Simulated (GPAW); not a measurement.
## KTaO3: optical spectrum from first principles

Wanted: where KTaO3 starts to absorb, how strongly, and its refractive index.

Main program and level: GPAW 26.7.0; DFT, PBE, plane-wave PAW (GPAW data sets), scalar-relativistic, RPA, optical limit.

### Step 1. The structure

The structure is cubic, space group Pm-3m (No. 221). The conventional cell has a = 3.988 Å, b = 3.988 Å, c = 3.988 Å, α = 90.00°, β = 90.00°, γ = 90.00°. Ta has 6 O at 1.99 Å nearest. Nearest to K lie 12 O at 2.82 Å. O has 2 Ta at 1.99 Å and 4 K at 2.82 Å nearest. Farther neighbours and most contacts between anions are not listed.

As a file:

```cif
data_structure
_symmetry_space_group_name_H-M 'Pm-3m'
_symmetry_Int_Tables_number 221
_cell_length_a 3.9883
_cell_length_b 3.9883
_cell_length_c 3.9883
_cell_angle_alpha 90.000
_cell_angle_beta 90.000
_cell_angle_gamma 90.000
_cell_volume 63.44
loop_
_atom_site_label
_atom_site_type_symbol
_atom_site_symmetry_multiplicity
_atom_site_Wyckoff_symbol
_atom_site_fract_x
_atom_site_fract_y
_atom_site_fract_z
_atom_site_occupancy
Ta1 Ta 1 a 0.00000 0.00000 0.00000 1
K1 K 1 b 0.50000 0.50000 0.50000 1
O1 O 3 d 0.00000 0.00000 0.50000 1
```

### Step 2. Dielectric function, RPA

Transitions between filled and empty bands, summed over the zone, give the optical response, so mesh, band count and broadening shape it.

The induced potential is part of this response.

The input, df.py:

```python
from gpaw.response.df import DielectricFunction

df = DielectricFunction('full.gpw', frequencies={'type': 'nonlinear', 'domega0': 0.03, 'omega2': 8},
                        ecut=50,
                        eta=0.15,
                        nbands=50,
                        txt='df.txt')
for direction in ['x']:
    df.get_dielectric_function(xc='RPA', direction=direction, filename=f'df_{direction}.csv')
```

Command:

```sh
> OMP_NUM_THREADS=1 python df.py
```

Numbers of over 12 decimals in the logs are rounded to 6 here.

The program printed:

```text
Using integrator: PointIntegrator
NonLinearFrequencyDescriptor(from 0.000 to 98.221 eV, 539 points)
Nonperiodic BCs:  [False False False]
Using integrator: PointIntegrator
NonLinearFrequencyDescriptor(from 0.000 to 98.221 eV, 539 points)
Nonperiodic BCs:  [False False False]

Calculating chi0 body with:
    Ground state adapter containing:
    Number of spins: 1
    Number of kpoints: 343
    Number of irreducible kpoints: 20
    Number of completely occupied states: 20
    Number of partially occupied states: 20

    Linear response parametrization:
    q_c: [0.0, 0.0, 0.0]
    Number of frequency points: 539
    Planewave cutoff: 50.0
    Number of bands: 50
    Number of planewaves: 57
    Broadening (eta): 0.15

Integrating chi0 body.

Symmetries of q_c:
    Direct symmetries (Uq -> q): 48
    Indirect symmetries (TUq -> q): 0
In total 48 allowed symmetries.

20 groups of equivalent kpoints. 94.169096% reduction.

Integral kind: spectral function

Calculating chi0 optical extensions with:
    Ground state adapter containing:
    Number of spins: 1
    Number of kpoints: 343
    Number of irreducible kpoints: 20
    Number of completely occupied states: 20
    Number of partially occupied states: 20

    Linear response parametrization:
    Number of frequency points: 539
    Planewave cutoff: 50.0
    Number of bands: 50
    Number of planewaves: 57
    Broadening (eta): 0.15
Integrating chi0 head and wings.

Symmetries of q_c:
    Direct symmetries (Uq -> q): 48
    Indirect symmetries (TUq -> q): 0
In total 48 allowed symmetries.

20 groups of equivalent kpoints. 94.169096% reduction.

Integral kind: spectral function wings
```

Run time: 7.5 s. Hardware: 1 thread of Intel Xeon Platinum 8375C at 2.90GHz (Ice Lake), shared host; peak memory 0.34 GiB.

Numbers from this step:

* electronic dielectric constant ε∞, mean over x, y and z (by symmetry where fewer were run): 4.780

Some rows of df_x.csv (energy; Re and Im without local fields; Re and Im with them):

```text
0.000000, 4.960826, -0.000000, 4.780202, -0.000000
0.429336, 4.984074, 0.016518, 4.801971, 0.015459
0.878195, 5.061687, 0.036388, 4.874539, 0.033978
1.347938, 5.215755, 0.064686, 5.018120, 0.060135
1.840057, 5.498469, 0.115740, 5.280023, 0.106761
2.356191, 6.072272, 0.262733, 5.806038, 0.238928
2.898142, 7.003870, 1.706853, 6.667893, 1.523212
3.467895, 6.525064, 1.482960, 6.204883, 1.310893
4.067647, 6.288638, 7.041410, 6.712700, 6.194882
4.699832, 3.771805, 2.250258, 3.763044, 2.150296
5.367152, 3.011233, 6.920003, 4.191828, 6.789776
6.072622, 1.484906, 4.842327, 2.115690, 5.265972
6.819608, 1.357904, 0.956280, 0.875174, 1.318986
7.611886, 3.050911, 1.821059, 2.683712, 1.909820
8.453705, 2.831896, 2.561855, 2.516212, 2.662287
9.349861, 1.955437, 3.961481, 1.599761, 4.026819
10.305790, 0.989173, 3.127378, 0.711762, 3.121590
11.327680, 0.163501, 2.095119, -0.285221, 2.025622
12.422601, 0.888695, 2.023596, 0.565176, 1.657232
13.598673, 0.913043, 1.687059, 0.756858, 1.471185
```

The Im ε, E ∥ x has structure finer than the step of the table below, so its rows give means over 0.5 eV, whole bins alone (the curve runs from 0 to 14.0 eV). Peaks (eV: height): 3.14: 2.20, 4.11: 6.46, 5.37: 6.79, 6.12: 5.35, 8.33: 3.15, 9.22: 4.60, 10.81: 4.78.

Sum at mesh points, not converged in k; values under the direct gap are tails of Lorentzian lines. Im ε, E ∥ x against photon energy; means over each step:

```csv
photon energy (eV),"Im ε, E ∥ x"
0.5,0.0183
1.0,0.0402
1.5,0.0726
2.0,0.136
2.5,0.398
3.0,1.74
3.5,1.53
4.0,4.79
4.5,3.62
5.0,3.27
5.5,5.66
6.0,4.63
6.5,2.93
7.0,1.19
7.5,1.68
8.0,2.03
8.5,2.64
9.0,3.87
9.5,3.86
10.0,3.77
10.5,3.35
11.0,3.63
11.5,1.98
12.0,1.65
12.5,1.62
13.0,1.61
13.5,1.56
```

The reflectivity at normal incidence, E ∥ x has structure finer than the step of the table below, so its rows give means over 0.5 eV, whole bins alone (the curve runs from 0 to 14.0 eV). Peaks (eV: height): 4.11: 28.6, 5.42: 29.4, 6.23: 28.5, 8.27: 16.6, 9.22: 23.0, 11.03: 34.0.

Sum at mesh points, not converged in k. The reflectivity at normal incidence, E ∥ x by photon energy; means over each step:

photon energy (eV), reflectivity at normal incidence, E ∥ x (%) and a bar from the least value:
```
      0.5       14.0 #########
      1.0       14.3 #########
      1.5       14.9 ##########
      2.0       15.9 ###########
      2.5       18.0 ##############
      3.0       19.7 ################
      3.5       19.4 ################
      4.0       26.7 #########################
      4.5       18.6 ###############
      5.0       20.4 #################
      5.5       26.6 ########################
      6.0       23.6 #####################
      6.5       21.8 ###################
      7.0        6.5 
      7.5        9.9 ####
      8.0       12.5 #######
      8.5       14.5 ##########
      9.0       19.9 ################
      9.5       20.4 #################
     10.0       21.4 ##################
     10.5       19.1 ###############
     11.0       31.2 ##############################
     11.5       21.5 ##################
     12.0       14.9 ##########
     12.5       12.2 #######
     13.0       11.0 #####
     13.5       10.8 #####
```

The Im ε, E ∥ x has structure finer than the step of the table below, so its rows give means over 0.5 eV, whole bins alone (the curve runs from 0 to 14.0 eV). Peaks (eV: height): without local fields 3.14: 2.42, 4.11: 7.12, 5.37: 6.92, 6.07: 4.84, 8.33: 3.04, 9.22: 4.48, 10.81: 4.70; with local fields 3.14: 2.20, 4.11: 6.46, 5.37: 6.79, 6.12: 5.35, 8.33: 3.15, 9.22: 4.60, 10.81: 4.78.

Sum at mesh points, not converged in k; values under the direct gap are tails of Lorentzian lines. Table of Im ε, E ∥ x by photon energy; means over each step:

```csv
photon energy (eV),without local fields,with local fields
0.5,0.0195,0.0183
1.0,0.0432,0.0402
1.5,0.0782,0.0726
2.0,0.148,0.136
2.5,0.442,0.398
3.0,1.93,1.74
3.5,1.75,1.53
4.0,5.47,4.79
4.5,3.68,3.62
5.0,3.75,3.27
5.5,5.47,5.66
6.0,4.21,4.63
6.5,2.18,2.93
7.0,0.908,1.19
7.5,1.53,1.68
8.0,1.97,2.03
8.5,2.56,2.64
9.0,3.78,3.87
9.5,3.79,3.86
10.0,3.80,3.77
10.5,3.34,3.35
11.0,3.61,3.63
11.5,2.08,1.98
12.0,1.92,1.65
12.5,1.98,1.62
13.0,1.99,1.61
13.5,1.78,1.56
```

The loss function −Im 1/ε at q → 0, E ∥ x has structure finer than the step of the table below, so its rows give means over 0.5 eV, whole bins alone (the curve runs from 0 to 14.0 eV). Peaks (eV: height): 4.52: 0.190, 6.76: 0.559, 10.38: 0.310, 11.94: 0.596.

Sum at mesh points, not converged in k; values under the direct gap are tails of Lorentzian lines. Loss function −Im 1/ε at q → 0, E ∥ x against energy loss; means over each step:

energy loss (eV), loss function −Im 1/ε at q → 0, E ∥ x and a bar:
```
      0.5      0.001 
      1.0      0.002 
      1.5      0.003 
      2.0      0.005 
      2.5      0.010 
      3.0      0.041 ##
      3.5      0.037 ##
      4.0      0.066 ###
      4.5      0.152 ########
      5.0      0.078 ####
      5.5      0.148 ########
      6.0      0.175 #########
      6.5      0.366 ###################
      7.0      0.314 ################
      7.5      0.164 ########
      8.0      0.136 #######
      8.5      0.166 ########
      9.0      0.145 #######
      9.5      0.216 ###########
     10.0      0.240 ############
     10.5      0.264 ##############
     11.0      0.275 ##############
     11.5      0.502 ##########################
     12.0      0.584 ##############################
     12.5      0.554 ############################
     13.0      0.527 ###########################
     13.5      0.542 ############################
```

Optical constants at common wavelengths, from n + ik = √ε:

```csv
wavelength (nm),n,k,R (%),1/α
1064,2.23,0.011,14.4,7.7 µm
800,2.26,0.017,14.9,3.8 µm
633,2.32,0.027,15.8,1.9 µm
532,2.40,0.047,17.0,896 nm
450,2.58,0.171,19.6,209 nm
308,2.89,0.991,28.3,25 nm
193,1.28,1.274,25.0,12 nm
```

Below the direct gap, k and the depth come from the tails of the Lorentzian lines, not from transitions.

Rows near the edge hang on the gap, which this functional as a rule makes too small, and phonon-assisted absorption is left out.

### Step 3. What came out

```json
{
  "electronic dielectric constant ε∞, mean over x, y and z (by symmetry where fewer were run) (RPA)": "4.78"
}
```

At this level (PBE, RPA) KTaO3 has ε∞ = 4.78 and n = 2.20 at 1550 nm. Local fields change the static value along x from 4.96 to 4.78 (-4 %). Excitons and phonon-assisted transitions are missing; PBE gaps are as a rule too small, which pulls the onset down and ε∞ up. Spin-orbit coupling is left out although heavy atoms are present. In this version of GPAW the matrix elements of the optical limit are incomplete, which can lower ε − 1 by up to a tenth where first-row anions or d states rule, and shift it by more in d metals. The sum runs over mesh points 0.23 Å⁻¹ apart with no interpolation, so peaks are partly noise of the mesh and static values carry its error.

[Machine, clock and banner lines and Python warnings are left out of the logs.]

[Logs are printed without paths, hosts, clocks, repeated set-up lines and the standing remarks that a program may print on its own settings, such as how far it seeks lower states.]

[Hosts, paths, dates, database ids (printed as entryN), source tags and the programs' standing remarks are cut or masked in the printed files.]
